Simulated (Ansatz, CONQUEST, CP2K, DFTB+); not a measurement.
## H-capped Sn nanowire along [110] (56 atoms): runs against a plane-wave reference

The cell holds 56 atoms: 24 Sn and 32 H. Cell: a = 16.841 Å, b = 17.381 Å, c = 18.354 Å, α = 90.0°, β = 90.0°, γ = 90.0°. It derives from Sn (diamond-structure). Round section of size parameter 4.53 Å cut from diamond-structure Sn (a = 6.489 Å) along [110], 4 periods, broken bonds capped with H, 10 Å of vacuum. Then every atom was moved at random, 0.03 Å r.m.s. a Cartesian component (hydrogen 0.6 of that). Regions: wire, 24 atoms (24 Sn); hydrogen, 32 atoms (32 H). Vacuum lies along a and b. The structure repeats along c.

Geometry: as built.

The reference, a calculation:

| Quantity | Value |
| --- | --- |
| method | Kohn-Sham DFT, PBE, PAW, plane waves (Ansatz 0.2.0); cutoff 420 eV, Γ point, fermi-dirac smearing of 0.05 eV; PAW set soft_2 |
| r.m.s. force component | 0.4556 eV/Å |
| longest force | 2.209 eV/Å |
| gap (highest filled to lowest empty level) | 1.716 eV |
| SCF cycles | 8 |
| time | 22 s on 4 threads of Intel Xeon 6975P-C (Granite Rapids), shared host |
| CPU time | 82 s |

Q: Estimate the differences from the reference, the CPU time and the memory of each run.
- CP2K PBE, DZVP-UZH, 450/50 Ry, diagonalisation (CP2K 2026.2; 1 thread)
- DFTB+ IPEA1-xTB (DFTB+ 25.1; 1 thread)
- CP2K PBE, DZVP-MOLOPT-SR, 450/50 Ry, diagonalisation (CP2K 2026.2; 1 thread)
- CONQUEST PBEsol, grid 80 Ha (CONQUEST 1.3; 1 thread)
- CONQUEST PBE, grid 80 Ha (CONQUEST 1.3; 1 thread)
- CP2K PBE, DZVP-MOLOPT-SR, 315/50 Ry, diagonalisation (CP2K 2026.2; 2 threads)
- CONQUEST PBE, grid 80 Ha, multi-site 5 bohr (CONQUEST 1.3; 1 thread)
- CP2K PBE, DZVP-MOLOPT (SR for Sn), 450/50 Ry, diagonalisation (CP2K 2026.2; 1 thread)
- CONQUEST PBE, grid 60 Ha (CONQUEST 1.3; 1 thread)

Differences are against the plane-wave reference, forces as r.m.s. over components; share is that over the reference's r.m.s. force, slope the least-squares factor from reference forces to these. Total energies of different programs have different zeros and aren't compared.

| run | Δ force, r.m.s. (meV/Å) | share (%) | slope | Δ gap (eV) | cores | CPU time | memory (GiB) |
| --- | --- | --- | --- | --- | --- | --- | --- |
| reference | - | - | - | - | 4 | 82 s | 4.2 |
| CP2K PBE, DZVP-UZH, 450/50 Ry, diagonalisation | 38.5 | 8.45 | 0.945 | 0.145 | 1 | 6.4 min | 7.3 |
| DFTB+ IPEA1-xTB | 563 | 124 | 0.784 | -0.300 | 1 | 1.6 s | 0.24 |
| CP2K PBE, DZVP-MOLOPT-SR, 450/50 Ry, diagonalisation | 91.3 | 20.0 | 0.927 | 0.151 | 1 | 5.7 min | 7.3 |
| CONQUEST PBEsol, grid 80 Ha | 76.3 | 16.7 | 1.045 | 0.103 | 1 | 3.9 min | 3.9 |
| CONQUEST PBE, grid 80 Ha | 46.3 | 10.2 | 1.056 | 0.111 | 1 | 3.9 min | 3.9 |
| CP2K PBE, DZVP-MOLOPT-SR, 315/50 Ry, diagonalisation (coarse) | 91.3 | 20.0 | 0.927 | 0.151 | 2 | 4.8 min | 4.7 |
| CONQUEST PBE, grid 80 Ha, multi-site 5 bohr (coarse) | 135 | 29.7 | 1.058 | 0.477 | 1 | 3.5 min | 3.9 |
| CP2K PBE, DZVP-MOLOPT (SR for Sn), 450/50 Ry, diagonalisation | 23.1 | 5.06 | 0.965 | 0.145 | 1 | 6.6 min | 7.4 |
| CONQUEST PBE, grid 60 Ha (coarse) | 72.5 | 15.9 | 1.058 | 0.111 | 1 | 2.3 min | 2.6 |

Rows marked coarse were listed beforehand as settings not expected to be converged; some can still land near the reference.

CPU time is summed over cores on a shared host, where runs went side by side, so it is rough. Symmetry, cutoffs, thresholds, outputs and thread counts weren't matched or tuned between programs; memory under MPI is the largest rank's times the ranks.

The PBE runs in local orbitals, coarse settings apart, differ by 5.1 % (CP2K PBE, DZVP-MOLOPT (SR for Sn), 450/50 Ry, diagonalisation) to 20 % (CP2K PBE, DZVP-MOLOPT-SR, 450/50 Ry, diagonalisation); basis, grid and potentials can all enter. Tight binding differs by 124 % (DFTB+ IPEA1-xTB); it is another model, with fitted parameters of its own, and the xTB methods hold dispersion. Rows with another functional or a dispersion term differ by 17 % (CONQUEST PBEsol, grid 80 Ha), which mixes the change of model with differences of basis and potentials. IPEA1-xTB was fitted to ionisation energies and electron affinities, not to forces or charges. Periodic xTB results under one method name differ between programs and library versions (DFTB+ here holds tblite 0.3). The electronic-structure runs sample only Γ, in a cell whose periodic width is 18 Å.

[Hosts, paths, dates, database ids (printed as entryN), source tags and the programs' standing remarks are cut or masked in the printed files.]
